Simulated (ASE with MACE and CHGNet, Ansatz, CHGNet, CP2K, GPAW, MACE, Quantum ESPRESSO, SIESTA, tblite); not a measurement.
# Machine-learned potentials runs on random rock-salt (Na, Li, K)Cl solid solution (64 atoms)

Wanted: machine-learned potentials inputs and outputs for random rock-salt (Na, Li, K)Cl solid solution (64 atoms), checked against a plane-wave reference.

Main program and level: ASE with MACE and CHGNet; the method is named at each step.

### 1. The structure

The cell holds 64 atoms: 10 Na, 32 Cl, 11 Li and 11 K. Cell: a = 11.382 Å, b = 11.382 Å, c = 11.382 Å, α = 90.0°, β = 90.0°, γ = 90.0°. Rock-salt lattice (a = 5.691 Å, the mean of the end members), 2 x 2 x 2 cells, metal sites filled at random with 10 Na, 11 Li, 11 K; then minimised and run for 3 ps at 250 K (NVT) with a classical potential, last frame taken. Then every atom was moved at random, 0.05 Å r.m.s. a Cartesian component.

The yardstick, on the same geometry:

- method: Kohn-Sham DFT, PBE, PAW, plane waves (Ansatz 0.2.0); cutoff 420 eV, Γ point, fermi-dirac smearing of 0.05 eV; PAW set soft_2
- r.m.s. force component: 0.2478 eV/Å
- longest force: 0.924 eV/Å
- pressure: 2.117 GPa
- gap (highest filled to lowest empty level): 3.941 eV
- SCF cycles: 7
- time: 13 s on 4 threads of Arm Neoverse V1, shared host
- CPU time: 51 s

### 2. MACE MP-0b3 medium potential

Method: machine-learned interatomic potential MACE MP-0b3 medium, trained on PBE(+U) plane-wave data.

The input, run.py:

```python
import numpy as np
from ase.io import read
import mlip  # loads the published weights by name

atoms = read("structure.xyz")
atoms.calc = mlip.calc("mace-mp-0b3-medium")
energy = atoms.get_potential_energy()
forces = atoms.get_forces()
print(f"energy {energy:.6f} eV")
print("forces (eV/A)")
for i, (a, f) in enumerate(zip(atoms, forces)):
    print(f"{i:4d} {a.symbol:2s} {f[0]:10.5f} {f[1]:10.5f} {f[2]:10.5f}")
stress = -atoms.get_stress(voigt=False) * 160.21766
print("stress (GPa, compression positive)")
for row in stress:
    print(" ".join(f"{x:10.4f}" for x in row))
```

The input, structure.xyz:

```xyz
64
Lattice="11.38200 0.00000 0.00000 0.00000 11.38200 0.00000 0.00000 0.00000 11.38200" Properties=species:S:1:pos:R:3 pbc="T T T"
Na 11.19909 0.17301 11.37711
Cl 2.58599 0.16242 0.15730
Li 0.49000 3.01828 2.75262
Cl 2.96774 3.01930 2.87088
K 2.74249 11.22584 2.98516
Cl 11.01436 0.27863 2.74010
Na 3.01282 2.98425 11.37767
Cl 0.13454 2.94043 0.14136
Na 11.20387 0.30003 5.69624
Cl 2.89900 0.21751 5.78513
K 11.35468 3.06790 8.53570
Cl 3.03103 3.22270 8.58977
K 2.91243 0.02686 8.66102
Cl 11.10872 0.19133 8.49666
Li 3.06529 2.76230 5.45118
Cl 0.43320 2.94077 5.55669
Li 0.19452 5.63455 0.12657
Cl 2.73794 5.70819 0.20692
K 11.24758 8.59432 3.01407
Cl 2.81318 8.20824 2.82342
Li 3.07644 5.56261 2.84459
Cl 0.00672 5.39484 2.69401
Na 2.75240 8.49040 0.08832
Cl 0.07808 8.40925 0.10528
K 11.12249 5.90202 5.84067
Cl 2.89592 5.46564 5.45790
K 10.40736 8.63063 8.84734
Cl 3.24740 8.37419 8.85394
Li 3.03706 5.79014 9.03367
Cl 0.39257 5.98932 8.88046
K 2.82843 8.51931 5.84682
Cl 11.36584 8.96856 5.96792
K 5.71889 0.02299 0.07307
Cl 8.70780 10.70557 10.47918
Li 5.65594 2.99096 2.91607
Cl 8.15315 2.65815 2.24157
Na 8.38649 0.14592 3.23203
Cl 5.68349 0.31904 3.07473
Na 8.58521 2.97856 11.16517
Cl 5.52687 3.02295 11.21537
Na 5.76965 0.18336 5.74825
Cl 8.52535 0.15400 5.97031
Li 5.65424 3.11241 8.63279
Cl 8.29725 2.92700 8.50782
Li 8.46263 0.47349 8.46992
Cl 5.87300 0.26361 8.48187
Li 7.93086 2.54115 6.10940
Cl 5.34146 2.91812 5.79845
Na 5.57456 5.68667 0.10517
Cl 8.61891 5.79105 11.27615
K 5.72583 8.49837 2.93849
Cl 8.45831 8.03911 3.30886
Na 8.49177 5.24972 2.42585
Cl 5.62840 5.43900 2.73498
Na 8.52637 8.32343 0.63136
Cl 5.59425 8.44783 0.04189
[... 4 atom lines left out ...]
Li 8.07416 5.22366 9.01022
Cl 5.63944 5.71661 8.80705
Li 8.40606 9.08602 5.55396
Cl 5.80619 8.99440 5.83168
```

Started as:

```sh
OMP_NUM_THREADS=1 python run.py > output.txt
```

The log of the run:

```text
energy -217.783166 eV
forces (eV/A)
   0 Na    0.19309   -0.11654   -0.06719
   1 Cl    0.09723   -0.17859   -0.13892
   2 Li   -0.02375    0.18971    0.21392
   3 Cl    0.11990   -0.17464   -0.11983
   4 K    -0.18435    0.24713   -0.03657
   5 Cl   -0.00132   -0.02007    0.21092
   6 Na   -0.62480   -0.05930    0.01440
   7 Cl   -0.37748    0.08724    0.10629
   8 Na    0.52320    0.19915    0.06443
   9 Cl   -0.04580    0.10473   -0.00570
  10 K     0.43622    0.30034   -0.27501
  11 Cl    0.23886   -0.06640    0.12157
  12 K    -0.25410    0.09708   -0.12695
  13 Cl    0.02306    0.01957   -0.01711
  14 Li   -0.63408    0.28161    0.09206
  15 Cl    0.08256   -0.50854   -0.21456
  16 Li    0.26475    0.05064   -0.02006
  17 Cl    0.12532   -0.02485    0.00218
  18 K     0.44106   -0.20775   -0.02069
  19 Cl    0.03312    0.00022    0.01055
  20 Li   -0.21267   -0.08976    0.25011
  21 Cl   -0.11917    0.19466   -0.33284
  22 Na    0.00905   -0.01494   -0.05721
  23 Cl   -0.37731    0.09751    0.38656
[...]
56 K    -0.06039   -0.04141    0.02879
  57 Cl   -0.28017   -0.03591    0.06494
  58 K    -0.08216    0.01142   -0.19121
  59 Cl    0.02521    0.23274    0.13188
  60 Li   -0.15347    0.57130   -0.40517
  61 Cl    0.17718   -0.57460   -0.00886
  62 Li   -0.02977   -0.52399    0.28623
  63 Cl    0.39683   -0.23243   -0.26681
stress (GPa, compression positive)
    1.9224     0.1165     0.0372
    0.1165     1.5746     0.0537
    0.0372     0.0537     2.9090
```

Run time: 8.9 s. Hardware: 1 thread of Arm Neoverse V1, shared host; peak memory 0.76 GiB.

Banners, paths, timers and routine set-up lines are dropped from the logs unmarked, and long logs keep their key lines alone; longer cuts are marked.

Numbers from this run, and their distance from the reference:

* r.m.s. force component: 0.2586 eV/Å
* r.m.s. difference of force components: 31.47 meV/Å
* longest difference of force vectors: 128.9 meV/Å
* force difference over r.m.s. force: 12.7 %
* slope of forces against the reference's: 1.036
* correlation of force components: 0.9932
* pressure: 2.135 GPa
* pressure difference: 0.0186 GPa

Length of the force difference by element (eV/Å):

| element | atoms | mean | most |
| --- | --- | --- | --- |
| Cl | 32 | 0.048 | 0.11 |
| K | 11 | 0.040 | 0.060 |
| Li | 11 | 0.064 | 0.13 |
| Na | 10 | 0.047 | 0.081 |

Local excerpt of 11 atoms (numbers count through the whole input) about Cl58, which has 4 bonded neighbours where the commonest count for Cl is 6; x, y, z are measured from there.

| atom | x | y | z | distance (Å) | bonds | Fx | Fy | Fz (eV/Å) |
| --- | --- | --- | --- | --- | --- | --- | --- | --- |
| Cl58 | 0.00 | 0.00 | 0.00 | 0.00 | 4 | -0.28 | -0.04 | 0.06 |
| Li47 | -0.73 | -1.86 | 1.05 | 2.25 | 4 | -0.14 | 0.33 | -0.15 |
| Na53 | -0.17 | 0.85 | -2.64 | 2.78 | 6 | 0.25 | -0.11 | 0.80 |
| K25 | 2.46 | 1.50 | 0.78 | 2.99 | 7 | 0.13 | -0.22 | -0.05 |
| K57 | -2.62 | 1.43 | 0.69 | 3.07 | 7 | -0.06 | -0.04 | 0.03 |
| Cl36 | -0.51 | -1.74 | -2.82 | 3.35 | 4 | -0.23 | -0.41 | 0.08 |
| Cl60 | -0.19 | 2.66 | 2.22 | 3.47 | 6 | 0.03 | 0.23 | 0.13 |
| Cl16 | 3.15 | -1.46 | 0.49 | 3.51 | 5 | 0.08 | -0.51 | -0.21 |
| Cl48 | -3.32 | -1.48 | 0.74 | 3.71 | 6 | 0.96 | -0.37 | 0.10 |
| Cl22 | 2.73 | 1.00 | -2.37 | 3.75 | 5 | -0.12 | 0.19 | -0.33 |
| Cl44 | -0.37 | -1.47 | 3.45 | 3.76 | 6 | -0.20 | 0.00 | -0.03 |

Atoms are counted from 1 here, from 0 in the log.

Forces lie 13 % from the reference's, at 0.16 times its CPU time (on 1 against 4 cores).

### 3. MACE MP-0b2 small potential

Method: machine-learned interatomic potential MACE MP-0b2 small, trained on PBE(+U) plane-wave data.

Edit run.py of step 2 so:

```diff
@@ -5,3 +5,3 @@
 atoms = read("structure.xyz")
-atoms.calc = mlip.calc("mace-mp-0b3-medium")
+atoms.calc = mlip.calc("mace-mp-0b2-small")
 energy = atoms.get_potential_energy()
```

structure.xyz is that of step 2.

The log of the run:

```text
energy -217.324861 eV
forces (eV/A)
   0 Na    0.16071   -0.13938   -0.09591
   1 Cl    0.08861   -0.18073   -0.12277
   2 Li   -0.05506    0.20683    0.18262
   3 Cl    0.11084   -0.13153   -0.16370
   4 K    -0.15940    0.24658   -0.03959
   5 Cl    0.03594   -0.04416    0.16232
   6 Na   -0.62827   -0.06267   -0.00928
   7 Cl   -0.29778    0.13903    0.16584
   8 Na    0.58530    0.13511    0.02166
   9 Cl   -0.06038    0.16784   -0.01371
  10 K     0.42478    0.27722   -0.28856
  11 Cl    0.25176    0.05375    0.21868
  12 K    -0.27168    0.07914   -0.12627
  13 Cl    0.04807    0.01471    0.00582
  14 Li   -0.61587    0.30728    0.10935
  15 Cl    0.08266   -0.50131   -0.29019
  16 Li    0.31020    0.04210   -0.04751
  17 Cl    0.06835   -0.02536    0.01943
  18 K     0.40386   -0.18571    0.01990
  19 Cl    0.03218   -0.05560   -0.03122
  20 Li   -0.17553   -0.04231    0.29049
  21 Cl   -0.11522    0.11010   -0.33571
  22 Na    0.01723    0.01842   -0.03559
  23 Cl   -0.32272    0.06374    0.36668
[...]
56 K    -0.03858    0.07892    0.03128
  57 Cl   -0.28394   -0.05361    0.12988
  58 K    -0.01193    0.06036   -0.17832
  59 Cl    0.00478    0.12187    0.07738
  60 Li   -0.12705    0.68751   -0.43723
  61 Cl    0.14647   -0.62895    0.03256
  62 Li   -0.05384   -0.64090    0.30743
  63 Cl    0.37730   -0.22985   -0.24148
stress (GPa, compression positive)
    1.9736     0.0965     0.0439
    0.0965     1.6074     0.1150
    0.0439     0.1150     2.8735
```

It took 6.6 s on 1 thread; peak memory 0.67 GiB.

Compared with the plane-wave run:

* r.m.s. force component: 0.2588 eV/Å
* r.m.s. difference of force components: 40.94 meV/Å
* longest difference of force vectors: 148.6 meV/Å
* force difference over r.m.s. force: 16.52 %
* slope of forces against the reference's: 1.032
* correlation of force components: 0.9879
* pressure: 2.151 GPa
* pressure difference: 0.0348 GPa

Against the first run (13 %), the force difference from the reference is 17 %, at 0.80 times the CPU time.

### 4. CHGNet 0.3.0 potential

Method: machine-learned interatomic potential CHGNet 0.3.0, trained on PBE(+U) plane-wave data.

Edit run.py of step 3 so:

```diff
@@ -5,3 +5,3 @@
 atoms = read("structure.xyz")
-atoms.calc = mlip.calc("mace-mp-0b2-small")
+atoms.calc = mlip.calc("chgnet-0.3.0")
 energy = atoms.get_potential_energy()
```

structure.xyz is that of step 3.

The log of the run:

```text
CHGNet v0.3.0 initialized with 412,525 parameters
CHGNet will run on cpu
energy -237.701508 eV
forces (eV/A)
   0 Na    0.13179   -0.05080   -0.03247
   1 Cl    0.07082   -0.14399   -0.13329
   2 Li   -0.00136    0.10070    0.12712
   3 Cl    0.08812   -0.09447   -0.08728
   4 K    -0.21807    0.25287   -0.02260
   5 Cl   -0.05360   -0.00547    0.16018
   6 Na   -0.57634   -0.00144    0.06688
   7 Cl   -0.28112    0.09144    0.14237
   8 Na    0.37540    0.14236   -0.00170
   9 Cl   -0.10238    0.11629    0.02927
  10 K     0.25601    0.23682   -0.19840
  11 Cl    0.27936   -0.01121    0.11209
  12 K    -0.25497    0.12903   -0.07489
  13 Cl    0.05858    0.02498   -0.03138
  14 Li   -0.43247    0.23716    0.02007
  15 Cl    0.07219   -0.41365   -0.22157
  16 Li    0.25446    0.03361   -0.00861
  17 Cl    0.04824   -0.05089   -0.01721
  18 K     0.31857   -0.16886   -0.01358
  19 Cl    0.02867   -0.09457    0.01454
  20 Li   -0.13669   -0.05270    0.16980
  21 Cl   -0.11666    0.13644   -0.28311
  22 Na   -0.01528   -0.02121   -0.02522
  23 Cl   -0.33866    0.07243    0.28654
[...]
56 K    -0.10887    0.00527    0.02007
  57 Cl   -0.22665   -0.09625    0.07312
  58 K     0.04542    0.03823   -0.13188
  59 Cl   -0.01132    0.07577    0.05526
  60 Li   -0.04960    0.45574   -0.29974
  61 Cl    0.16594   -0.51612   -0.01791
  62 Li   -0.01544   -0.37136    0.21774
  63 Cl    0.35500   -0.25257   -0.18398
stress (GPa, compression positive)
    1.7206     0.0834    -0.0130
    0.0834     1.6207     0.0956
   -0.0130     0.0956     2.6819
```

It took 3.5 s on 1 thread; peak memory 0.62 GiB.

Compared with the plane-wave run:

* r.m.s. force component: 0.2087 eV/Å
* r.m.s. difference of force components: 60.3 meV/Å
* longest difference of force vectors: 209.4 meV/Å
* force difference over r.m.s. force: 24.34 %
* slope of forces against the reference's: 0.8251
* correlation of force components: 0.9796
* pressure: 2.008 GPa
* pressure difference: -0.109 GPa

Against the first run (13 %), the force difference from the reference is 24 %, at 0.42 times the CPU time.

### 5. All runs compared

Differences are against the plane-wave reference, forces as r.m.s. over components; share is that over the reference's r.m.s. force, slope the least-squares factor from reference forces to these. Total energies of different programs have different zeros and aren't compared.

| run | Δ force, r.m.s. (meV/Å) | share (%) | slope | Δ pressure (GPa) | cores | CPU time | memory (GiB) |
| --- | --- | --- | --- | --- | --- | --- | --- |
| reference | - | - | - | - | 4 | 51 s | 1.5 |
| MACE MP-0b3 medium potential | 31.5 | 12.7 | 1.036 | 0.0186 | 1 | 8.2 s | 0.76 |
| MACE MP-0b2 small potential | 40.9 | 16.5 | 1.032 | 0.0348 | 1 | 6.5 s | 0.67 |
| CHGNet 0.3.0 potential | 60.3 | 24.3 | 0.825 | -0.109 | 1 | 3.5 s | 0.62 |

Times of the machine-learned potentials are mostly Python's start and the loading of weights.

CPU time is summed over cores on a shared host, where runs went side by side, so it is rough. Symmetry, cutoffs, thresholds, outputs and thread counts weren't matched or tuned between programs; memory under MPI is the largest rank's times the ranks.

A second geometry, displaced anew (every atom was moved at random, 0.04 Å r.m.s. a Cartesian component), gives an energy difference that all programs can be tested on. The reference puts it at -5.061 meV/atom.

| run | energy less the first geometry's (meV/atom) | error (meV/atom) | force share at the second geometry (%) |
| --- | --- | --- | --- |
| MACE MP-0b3 medium potential | -5.629 | -0.568 | 13.3 |
| MACE MP-0b2 small potential | -5.041 | 0.0203 | 17.6 |
| CHGNet 0.3.0 potential | -4.175 | 0.886 | 26.8 |

### 6. What came out

```yaml
nearest_in_forces: MACE MP-0b3 medium potential, 13 %
its_cpu_time: 8.2 s
```

Machine-learned potentials differ by 13 % (MACE MP-0b3 medium potential) to 24 % (CHGNet 0.3.0 potential); they were trained on other programs' data. Among those trained on PBE data the slope goes as low as 0.83. The energy difference between the two geometries, -5.06 meV/atom in the reference, is met best by MACE MP-0b2 small potential (+0.0203) and worst by CHGNet 0.3.0 potential (+0.886). Machine-learned potentials mimic data converged in k, so the reference's own k-point error enters their differences. The host structure and its lattice constant were typed by rule, without a check against the phase diagram. The reference's pressure of 2.1 GPa belongs to a cell and atoms that aren't relaxed at this level. The electronic-structure runs sample only Γ, in a cell whose shortest periodic width is 11 Å.

[Also dropped from logs without a mark: logging warnings of Python, and SIESTA's first energy breakdown and zero terms.]

[Logs are printed without paths, hosts, clocks, repeated set-up lines and the standing remarks that a program may print on its own settings, such as how far it seeks lower states.]

[Hosts, paths, dates, database ids (printed as entryN), source tags and the programs' standing remarks are cut or masked in the printed files.]
